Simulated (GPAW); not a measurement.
# ZnNi3C (Pm-3m): the Zn K absorption edge

What does one-electron theory with a core hole give for the Zn K edge of ZnNi3C (Pm-3m)?

Calculated with GPAW 26.7.0; X-ray absorption from dipole matrix elements to empty bands, plane-wave PAW LDA.

**1. Set-up**

Symmetry: Pm-3m, No. 221, cubic system. Conventional cell: a = 3.766 Å, b = 3.766 Å, c = 3.766 Å, α = 90.00°, β = 90.00°, γ = 90.00°. Nearest to Zn lie 12 Ni at 2.66 Å. Ni has 2 C at 1.88 Å and 4 Zn at 2.66 Å and 8 Ni at 2.66 Å nearest. C has 6 Ni at 1.88 Å nearest. Farther neighbours are not listed.

Structure file:

```
Zn Ni C
1.0
     3.76625    0.00000    0.00000
     0.00000    3.76625    0.00000
     0.00000    0.00000    3.76625
Zn Ni C
1 3 1
Direct
  0.00000 0.00000 0.00000
  0.50000 0.00000 0.50000
  0.50000 0.50000 0.00000
  0.00000 0.50000 0.50000
  0.50000 0.50000 0.50000
```

**2. The field without a hole**

A plain self-consistent run shows whether there is a gap and which moments survive; both decide the set-up of the core-hole run.

scf.py reads:

```python
import numpy as np
from ase import Atoms
from ase.parallel import parprint, paropen
from gpaw import GPAW, PW, FermiDirac, Mixer, MixerDif, setup_paths
from gpaw.test import gen
setup_paths.insert(0, '.')
gen('Zn', name='nch1s', xcname='LDA', corehole=(1, 0, 0), write_xml=True)
from gpaw.mpi import world
world.barrier()

atoms = Atoms('ZnNi3C',
    cell=[[3.766253, 0, 0],
     [0, 3.766253, 0],
     [0, 0, 3.766253]],
    scaled_positions=[[0, 0, 0],
     [0.5, 0, 0.5],
     [0.5, 0.5, 0],
     [0, 0.5, 0.5],
     [0.5, 0.5, 0.5]],
    magmoms=[0.0, 2.0, 2.0, 2.0, 0.0],
    pbc=True)
atoms.calc = calc = GPAW(legacy_gpaw=True, mode=PW(430), xc='LDA', setups={0: 'nch1s'},
    kpts={'size': (7, 7, 7), 'gamma': True}, occupations=FermiDirac(0.05),
    charge=0, mixer=MixerDif(0.05, 8, 50), maxiter=150,
    convergence={'density': 0.0001}, txt='scf.txt')
energy = atoms.get_potential_energy() + calc.get_reference_energy()
ef = calc.get_fermi_level()
out = dict(energy=energy, fermi=ef, forces=atoms.get_forces().tolist(), magmoms=atoms.get_magnetic_moments().tolist())
parprint(f'all-electron energy {energy:.4f} eV, Fermi level {ef:.4f} eV')
ev = np.array([[calc.get_eigenvalues(k, s) for k in range(len(calc.get_ibz_k_points()))] for s in range(calc.get_number_of_spins())])
out['homo'], out['lumo'], out['counts'] = ev[ev < ef].max(), ev[ev > ef].min(), sorted(set((ev < ef).sum((0, 2)).tolist()))
out['filled'] = (ev[:, 0] < ef).sum(1).tolist()
import json
with paropen('out.json', 'w') as f:
    json.dump(out, f)
```

Command:

```sh
$ OMP_NUM_THREADS=1 mpirun -n 4 gpaw python scf.py
```

Numbers of over 12 decimals in the logs are rounded to 6 here.

Log:

```text
Input parameters:
  convergence: {density: 0.0001}
  kpts: {gamma: True,
         size: (7, 7, 7)}
  maxiter: 150
  mixer: {backend: pulay,
          beta: 0.05,
          method: difference,
          nmaxold: 8,
          weight: 50}
  mode: {ecut: 430.0,
         name: pw}
  occupations: {fixmagmom: False,
                name: fermi-dirac,
                width: 0.05}
  setups: {0: nch1s}

Initialize ...

[... PAW data sets ...]

Reference energy: -173708.491851  # eV

Spin-polarized calculation.
Initial magnetic moment: 6.000000

[... convergence settings ...]
Symmetries present (total): 48
  [... symmetry matrices ...]

343 k-points: 7 x 7 x 7 Monkhorst-Pack grid
20 k-points in the irreducible part of the Brillouin zone
       k-points in crystal coordinates                weights
   0:     0.00000000    0.00000000    0.00000000          1/343
   1:     0.14285714    0.00000000    0.00000000          6/343
   2:     0.14285714    0.14285714    0.00000000         12/343
   3:     0.14285714    0.14285714    0.14285714          8/343
   4:     0.28571429    0.00000000    0.00000000          6/343
   5:     0.28571429    0.14285714    0.00000000         24/343
   6:     0.28571429    0.14285714    0.14285714         24/343
   7:     0.28571429    0.28571429    0.00000000         12/343
   8:     0.28571429    0.28571429    0.14285714         24/343
   9:     0.28571429    0.28571429    0.28571429          8/343
          ...
  19:     0.42857143    0.42857143    0.42857143          8/343

Wave functions: Plane wave expansion
  Cutoff energy: 430.000 eV
  Number of coefficients (min, max): 1045, 1092
  Pulay-stress correction: 0.000000 eV/Ang^3 (de/decut=0.000000)
  Using FFTW library
  Wavefunction extrapolation:
    Improved wavefunction reuse through dual PAW basis

Occupation numbers: Fermi-Dirac:
  width: 0.0500  # eV

Eigensolver
   Davidson(niter=2)

Densities:
  Coarse grid: 20*20*20 grid
  Fine grid: 40*40*40 grid
  Total Charge: 0.000000

Density mixing:
  Method: difference
  Backend: pulay
  Linear mixing parameter: 0.05
  old densities: 8
  Width of damping distribution: 1.1
  Damping of long wavelength oscillations: 50

[... Hamiltonian set-up ...]
Number of atoms: 5
Number of atomic orbitals: 49
Number of bands in calculation: 46
Number of valence electrons: 64
Bands to converge: occupied

... initialized

Initializing position-dependent things.

Density initialized from atomic densities
Creating initial wave functions:
  46 bands from LCAO basis set

Positions:
   0 Zn     0.000000    0.000000    0.000000    ( 0.0000,  0.0000,  0.0000)
   1 Ni     1.883126    0.000000    1.883126    ( 0.0000,  0.0000,  2.0000)
   2 Ni     1.883126    1.883126    0.000000    ( 0.0000,  0.0000,  2.0000)
   3 Ni     0.000000    1.883126    1.883126    ( 0.0000,  0.0000,  2.0000)
   4 C      1.883126    1.883126    1.883126    ( 0.0000,  0.0000,  0.0000)

Unit cell:
           periodic     x           y           z      points  spacing
  1. axis:    yes    3.766253    0.000000    0.000000    20     0.1883
  2. axis:    yes    0.000000    3.766253    0.000000    20     0.1883
  3. axis:    yes    0.000000    0.000000    3.766253    20     0.1883

  Lengths:   3.766253   3.766253   3.766253
  Angles:   90.000000  90.000000  90.000000

Effective grid spacing dv^(1/3) = 0.1883

iter:   1   -38.227173                   +6.0039
iter:   2   -38.675528   -0.56  -1.37    +3.1677
iter:   3   -37.564392   -0.97  -1.45    +1.2249
iter:   4   -37.683065   -1.95  -1.86    +0.9812
iter:   5   -37.704262   -3.04  -1.91    +0.6758
iter:   6   -37.682126c  -2.47  -1.90    +0.4585
iter:   7   -37.623338   -2.47  -2.10    +0.8272
iter:   8   -37.568415   -2.79  -2.40    -0.8152
iter:   9   -37.592523   -3.46  -2.95    +0.1880
iter:  10   -37.585119c  -3.76  -2.83    +0.0758
iter:  11   -37.586618c  -4.98  -3.38    +0.0393
iter:  12   -37.584817c  -4.56  -3.23    +0.0161
iter:  13   -37.584608c  -4.94  -3.54    -0.0059
iter:  14   -37.584284c  -5.17  -3.97    -0.0044
iter:  15   -37.584267c  -5.56  -4.23c   -0.0029
iter:  16   -37.584246c  -7.37  -4.63c   -0.0024
iter:  17   -37.584236c  -7.24  -5.03c   -0.0003
iter:  18   -37.584236c  -8.32c -5.08c   +0.0002

Converged after 18 iterations.

Dipole moment: (-0.000000, -0.000000, -0.000000) |e|*Ang

Total magnetic moment: (0.000000, 0.000000, 0.000175)
Local magnetic moments:
   0 Zn ( 0.000000,  0.000000, -0.000002)
   1 Ni ( 0.000000,  0.000000,  0.000067)
   2 Ni ( 0.000000,  0.000000,  0.000067)
   3 Ni ( 0.000000,  0.000000,  0.000067)
   4 C  ( 0.000000,  0.000000, -0.000006)

Energy contributions relative to reference atoms: (reference = -173708.491851)

Kinetic:        +23.451381
Potential:      -15.720329
External:        +0.000000
XC:             -45.388454
Entropy (-ST):   -0.032011
Local:           +0.089171
SIC:             +0.000000
--------------------------
Free energy:    -37.600242
Extrapolated:   -37.584236

Spin contamination: 0.000026 electrons
Showing only first 2 kpts
                      Up                     Down
 Kpt  Band  Eigenvalues  Occupancy  Eigenvalues  Occupancy
  0    30      7.16558    1.00000      7.16566    1.00000
  0    31      7.16558    1.00000      7.16566    1.00000
  0    32      7.49357    0.99985      7.49364    0.99985
  0    33     10.73500    0.00000     10.73505    0.00000

  1    30      7.30731    1.00000      7.30738    1.00000
  1    31      7.30731    1.00000      7.30738    1.00000
  1    32      7.41820    0.99997      7.41827    0.99997
  1    33     10.75322    0.00000     10.75326    0.00000

Fermi level: 7.93409

No gap
No difference between direct/indirect transitions

Forces in eV/Ang:
  0 Zn   -0.00000   -0.00000    0.00000
  1 Ni    0.00000    0.00000    0.00000
  2 Ni    0.00000    0.00000    0.00000
  3 Ni    0.00000    0.00000    0.00000
  4 C     0.00000    0.00000    0.00000
Scalar-relativistic atomic LDA calculation for Zn (Zinc, Z=30)
Core hole in 1s state (1s occupation: 2.0)
600 radial gridpoints.
|------------------------------------------------|
|------------------------------------------------|
[... the atom generator's iteration count ...]

Energy contributions:
-------------------------
Kinetic:    +1820.136505
XC:           -68.759408
Potential:  -3544.299429
-------------------------
Total:      -1792.922333

state      eigenvalue         ekin         rmax
-----------------------------------------------
1s^2.0 :  -349.206168   449.580746        0.033
2s^2.0 :   -42.473795    85.129008        0.190
2p^6.0 :   -36.877768    83.147768        0.152
3s^2.0 :    -4.724967    18.930386        0.589
3p^6.0 :    -3.060180    16.736648        0.592
3d^10.0:    -0.383140    11.061255        0.564
4s^2.0 :    -0.228494     1.468588        2.078
4p^0.0 :    -0.045217     0.573191        3.031
-----------------------------------------------
(units: Bohr and Hartree)

Generating PAW setup
Kinetic energy of the core from tauc = 1724.019189
Cutoffs:
rc(s)=2.430
rc(p)=2.400
rc(d)=2.230
rc(vbar)=2.260
rc(comp)=2.200
rc(nct)=2.430

Kinetic energy of the core states: 1706.586777
Charge: 0.0
Core electrons: 18.0
Valence electrons: 12.0
Pseudo-core charge: 0.107007
Shape function alpha=2.066
Pseudo-electron charge 3.914685
state    eigenvalue         norm
--------------------------------
4s(2) :    -0.228494     1.130383
*s    :     0.771506
4p(0) :    -0.045217     1.008310
*p    :     0.954783
3d(10):    -0.383140     0.154691
*d    :     0.616860
--------------------------------

Diagonalizing with gridspacing h=0.050

state   all-electron     PAW
-------------------------------
4s:      -0.228494    -0.228671
4p:      -0.045217    -0.045275
3d:      -0.383140    -0.383726
*f:                    0.072913
-------------------------------
all-electron energy -173746.0761 eV, Fermi level 7.9341 eV
```

It took 17 s on 4 MPI ranks of Arm Neoverse V2, shared host; peak memory 0.26 GiB; 68 s of CPU time.

The mesh shows no gap, so the system is treated as a metal and the core electron is put at the Fermi level (neutral cell).

**3. Spectrum without a core hole, Zn atom 1**

Without a hole the spectrum is the empty density of states of the right symmetry on the absorber, weighted by matrix elements. It needs only the small cell and serves as the baseline. The data set with a hole of occupation 0 only carries the core orbital.

The absorber has 12 Ni at 2.66 Å (cuboctahedral, site symmetry m-3m).

xas.py reads:

```python
import numpy as np
from ase import Atoms
from ase.parallel import parprint, paropen
from gpaw import GPAW, PW, FermiDirac, Mixer, MixerDif, setup_paths
from gpaw.test import gen
setup_paths.insert(0, '.')
gen('Zn', name='nch1s', xcname='LDA', corehole=(1, 0, 0), write_xml=True)
from gpaw.mpi import world
world.barrier()

atoms = Atoms('ZnNi3C',
    cell=[[3.766253, 0, 0],
     [0, 3.766253, 0],
     [0, 0, 3.766253]],
    scaled_positions=[[0, 0, 0],
     [0.5, 0, 0.5],
     [0.5, 0.5, 0],
     [0, 0.5, 0.5],
     [0.5, 0.5, 0.5]],
    magmoms=[0.0, 2.0, 2.0, 2.0, 0.0],
    pbc=True)
atoms.calc = calc = GPAW(legacy_gpaw=True, mode=PW(430), xc='LDA', setups={0: 'nch1s'},
    kpts={'size': (9, 9, 9), 'gamma': True}, occupations=FermiDirac(0.1),
    charge=0, mixer=MixerDif(0.05, 8, 50), maxiter=150,
    convergence={'density': 0.0001}, txt='scf.txt')
energy = atoms.get_potential_energy() + calc.get_reference_energy()
ef = calc.get_fermi_level()
out = dict(energy=energy, fermi=ef, forces=atoms.get_forces().tolist(), magmoms=atoms.get_magnetic_moments().tolist())
parprint(f'all-electron energy {energy:.4f} eV, Fermi level {ef:.4f} eV')
ev = np.array([[calc.get_eigenvalues(k, s) for k in range(len(calc.get_ibz_k_points()))] for s in range(calc.get_number_of_spins())])
out['homo'], out['lumo'], out['counts'] = ev[ev < ef].max(), ev[ev > ef].min(), sorted(set((ev < ef).sum((0, 2)).tolist()))
out['filled'] = (ev[:, 0] < ef).sum(1).tolist()

from ase.units import Ha
from gpaw.xas import dipole_matrix_elements
nb = int(calc.get_number_of_electrons() / 2) + 50
top = nb
nscf = calc.fixed_density(kpts={'size': (6, 6, 6), 'gamma': True},
    convergence={'eigenstates': 1.0}, txt='nscf.txt')
nscf.diagonalize_full_hamiltonian(nbands=nb)
cell = atoms.cell.array
ops = [cell.T @ U.T @ np.linalg.inv(cell.T) for U in nscf.wfs.kd.symmetry.op_scc]
E = np.arange(-25, 34, 0.1)
fwhm = np.interp(E, [4, 25], [1.67, 3.5])
Y, X, zero, highest = 0, 0, 1e9, 1e9
for spin in range(nscf.get_number_of_spins()):
    wfs = nscf.wfs
    A = dipole_matrix_elements(wfs.setups[0])
    eps = np.zeros((wfs.kd.nibzkpts, nb))
    d = np.zeros((3, A.shape[1], wfs.kd.nibzkpts, nb), complex)
    for kpt in wfs.kpt_u:
        if kpt.s == spin and 0 in kpt.P_ani:
            eps[kpt.k] = kpt.eps_n * Ha
            d[:, :, kpt.k] = (kpt.weight * wfs.nspins / 2) ** 0.5 * np.inner(A, kpt.P_ani[0])
    world.sum(eps)
    world.sum(d)
    T = np.einsum('amkn,bmkn->abkn', d, d.conj()).real
    T = sum(np.einsum('ai,ijkn,bj->abkn', R, T, R) for R in ops) / len(ops)
    empty = eps > ef
    zero, highest = min(zero, eps[empty].min()), min(highest, eps[:, top - 1].min())
    lines = [(eps, T, empty)] if spin == 0 else lines + [(eps, T, empty)]
for eps, T, empty in lines:
    f = np.einsum('aakn->akn', T).reshape(3, -1)
    x = eps.ravel() - zero
    w = np.interp(x, E, fwhm) / 2.35482
    g = np.exp(-0.5 * ((E[:, None] - x) / w) ** 2) / (w * (2 * np.pi) ** 0.5)
    Y = Y + (f * empty.ravel()) @ g.T
    X = X + (f * ~empty.ravel()) @ g.T
out.update(E=E.round(2).tolist(), xas=Y.tolist(), xes=X.tolist(), zero=zero, valid=highest - zero, nk=len(eps), nb=nb)
for i in range(0, len(E), 10):
    parprint(f'{E[i]:7.2f}', *(f'{v:10.3e}' for v in Y[:, i]))
import json
with paropen('out.json', 'w') as f:
    json.dump(out, f)
```

Command:

```sh
$ OMP_NUM_THREADS=1 mpirun -n 4 gpaw python xas.py
```

Log:

```text
Input parameters:
  convergence: {density: 0.0001}
  kpts: {gamma: True,
         size: (9, 9, 9)}
  maxiter: 150
  mixer: {backend: pulay,
          beta: 0.05,
          method: difference,
          nmaxold: 8,
          weight: 50}
  mode: {ecut: 430.0,
         name: pw}
  occupations: {fixmagmom: False,
                name: fermi-dirac,
                width: 0.1}
  setups: {0: nch1s}

Initialize ...

[...]
4s:      -0.228494    -0.228671
4p:      -0.045217    -0.045275
3d:      -0.383140    -0.383726
*f:                    0.072913
-------------------------------
all-electron energy -173746.0784 eV, Fermi level 7.9544 eV
 -25.00 2.075e-254 2.075e-254 2.075e-254
 -24.00 1.257e-244 1.257e-244 1.257e-244
 -23.00 4.926e-235 4.926e-235 4.926e-235
 -22.00 1.127e-218 1.127e-218 1.127e-218
[...]
32.00  2.040e-07  2.040e-07  2.040e-07
  33.00  2.284e-07  2.284e-07  2.284e-07
[key lines of the parts left out:]
Converged after 18 iterations.
Dipole moment: (-0.000000, -0.000000, 0.000000) |e|*Ang
Free energy:    -37.649293
Fermi level: 7.95443
```

It took 64 s on 4 MPI ranks; peak memory 0.44 GiB; 4.3 min of CPU time.

The Zn K spectrum, Zn atom 1, no core hole (energy from the lowest empty level; intensity scaled to a mean of 1 over the first 20 eV):

```tsv
E (eV)	intensity
-2.0	0.00
-1.5	0.00
-1.0	0.02
-0.5	0.05
0.0	0.10
0.5	0.14
1.0	0.15
1.5	0.18
2.0	0.26
2.5	0.44
3.0	0.71
3.5	1.08
4.0	1.45
4.5	1.65
5.0	1.63
5.5	1.43
6.0	1.15
6.5	0.85
7.0	0.59
7.5	0.43
8.0	0.36
8.5	0.36
9.0	0.38
9.5	0.42
10.0	0.48
10.5	0.54
11.0	0.59
11.5	0.62
12.0	0.66
12.5	0.71
13.0	0.81
13.5	0.96
14.0	1.16
14.5	1.40
15.0	1.62
15.5	1.78
16.0	1.88
16.5	1.93
17.0	1.93
17.5	1.89
18.0	1.80
18.5	1.69
19.0	1.58
19.5	1.46
20.0	1.34
20.5	1.23
21.0	1.11
21.5	1.00
22.0	0.91
22.5	0.83
23.0	0.76
23.5	0.72
24.0	0.69
24.5	0.67
25.0	0.66
25.5	0.64
26.0	0.61
26.5	0.59
27.0	0.56
27.5	0.54
28.0	0.53
28.5	0.52
29.0	0.53
29.5	0.54
30.0	0.56
30.5	0.57
31.0	0.58
31.5	0.59
32.0	0.61
```

Main maxima below 30 eV (height): 4.6 eV (1.67) and 16.8 eV (1.94). A K edge sees empty p states on the absorber.

The same matrix elements for filled bands give the Zn K emission of Zn atom 1 (ground-state approximation; energy from the lowest empty level, largest value 1):

```tsv
E (eV)	emission
-24.00	0.00
-23.25	0.00
-22.50	0.00
-21.75	0.00
-21.00	0.00
-20.25	0.00
-19.50	0.00
-18.75	0.00
-18.00	0.00
-17.25	0.00
-16.50	0.00
-15.75	0.00
-15.00	0.00
-14.25	0.00
-13.50	0.01
-12.75	0.01
-12.00	0.01
-11.25	0.00
-10.50	0.00
-9.75	0.00
-9.00	0.01
-8.25	0.03
-7.50	0.08
-6.75	0.11
-6.00	0.12
-5.25	0.14
-4.50	0.30
-3.75	0.74
-3.00	1.00
-2.25	0.70
-1.50	0.36
-0.75	0.21
0.00	0.15
0.75	0.05
1.50	0.01
2.25	0.00
3.00	0.00
```

Emission maxima: -3.0 eV (1.00).

**4. Reference energy of the supercell**

The photon energy needs a difference of total energies, so the cell and mesh of the coming hole run are first run without a hole.

Edit scf.py of step 2 so:

```diff
@@ -10,15 +10,30 @@
 
-atoms = Atoms('ZnNi3C',
-    cell=[[3.766253, 0, 0],
-     [0, 3.766253, 0],
-     [0, 0, 3.766253]],
+atoms = Atoms('Zn4Ni12C4',
+    cell=[[3.766253, 3.766253, 3.766253],
+     [-3.766253, 3.766253, -3.766253],
+     [-3.766253, -3.766253, 3.766253]],
     scaled_positions=[[0, 0, 0],
+     [0, 0.5, 0.5],
      [0.5, 0, 0.5],
      [0.5, 0.5, 0],
-     [0, 0.5, 0.5],
-     [0.5, 0.5, 0.5]],
-    magmoms=[0.0, 2.0, 2.0, 2.0, 0.0],
+     [0.25, 0.75, 0],
+     [0.25, 0.25, 0.5],
+     [0.75, 0.75, 0.5],
+     [0.75, 0.25, 0],
+     [0.25, 0, 0.75],
+     [0.25, 0.5, 0.25],
+     [0.75, 0, 0.25],
+     [0.75, 0.5, 0.75],
+     [0.5, 0.25, 0.25],
+     [0.5, 0.75, 0.75],
+     [0, 0.25, 0.75],
+     [0, 0.75, 0.25],
+     [0.5, 0, 0],
+     [0.5, 0.5, 0.5],
+     [0, 0, 0.5],
+     [0, 0.5, 0]],
+    magmoms=[0.0, 0.0, 0.0, 0.0, 2.0, 2.0, 2.0, 2.0, 2.0, 2.0, 2.0, 2.0, 2.0, 2.0, 2.0, 2.0, 0.0, 0.0, 0.0, 0.0],
     pbc=True)
 atoms.calc = calc = GPAW(legacy_gpaw=True, mode=PW(430), xc='LDA', setups={0: 'nch1s'},
-    kpts={'size': (7, 7, 7), 'gamma': True}, occupations=FermiDirac(0.05),
+    kpts={'size': (4, 4, 4), 'gamma': True}, occupations=FermiDirac(0.1),
     charge=0, mixer=MixerDif(0.05, 8, 50), maxiter=150,
```

Command:

```sh
$ OMP_NUM_THREADS=1 mpirun -n 4 gpaw python scf.py
```

Log:

```text
Input parameters:
  convergence: {density: 0.0001}
  kpts: {gamma: True,
         size: (4, 4, 4)}
  maxiter: 150
  mixer: {backend: pulay,
          beta: 0.05,
          method: difference,
          nmaxold: 8,
          weight: 50}
  mode: {ecut: 430.0,
         name: pw}
  occupations: {fixmagmom: False,
                name: fermi-dirac,
                width: 0.1}
  setups: {0: nch1s}

Initialize ...

[...]
*s    :     0.771506
4p(0) :    -0.045217     1.008310
*p    :     0.954783
3d(10):    -0.383140     0.154691
*d    :     0.616860
--------------------------------

Diagonalizing with gridspacing h=0.050

state   all-electron     PAW
-------------------------------
4s:      -0.228494    -0.228671
4p:      -0.045217    -0.045275
3d:      -0.383140    -0.383726
*f:                    0.072913
-------------------------------
all-electron energy -694984.3112 eV, Fermi level 7.9665 eV
[key lines of the parts left out:]
Converged after 17 iterations.
Dipole moment: (-0.000000, 0.000000, -0.000000) |e|*Ang
Free energy:   -150.590301
Fermi level: 7.96654
```

The job ended after 2.3 min (4 MPI ranks; peak memory 0.67 GiB).

Reference energy: -694984.311 eV with the cores included.

(Continued in part 2 of 2.)

[Banner, clock and machine lines of the logs are left out without a mark of their own.]

[Logs are printed without paths, hosts, clocks, repeated set-up lines and the standing remarks that a program may print on its own settings, such as how far it seeks lower states.]

[Hosts, paths, dates, database ids (printed as entryN), source tags and the programs' standing remarks are cut or masked in the printed files.]

[Lists of maxima count a maximum above −3 eV only where it reaches 4 % of the highest in the window and stands out from its surroundings by 2 % of it (1.5 % where it reaches 55 %); shoulders and weaker maxima are passed over, and of the rest the first, up to two pre-edge ones and the few strongest are named.]
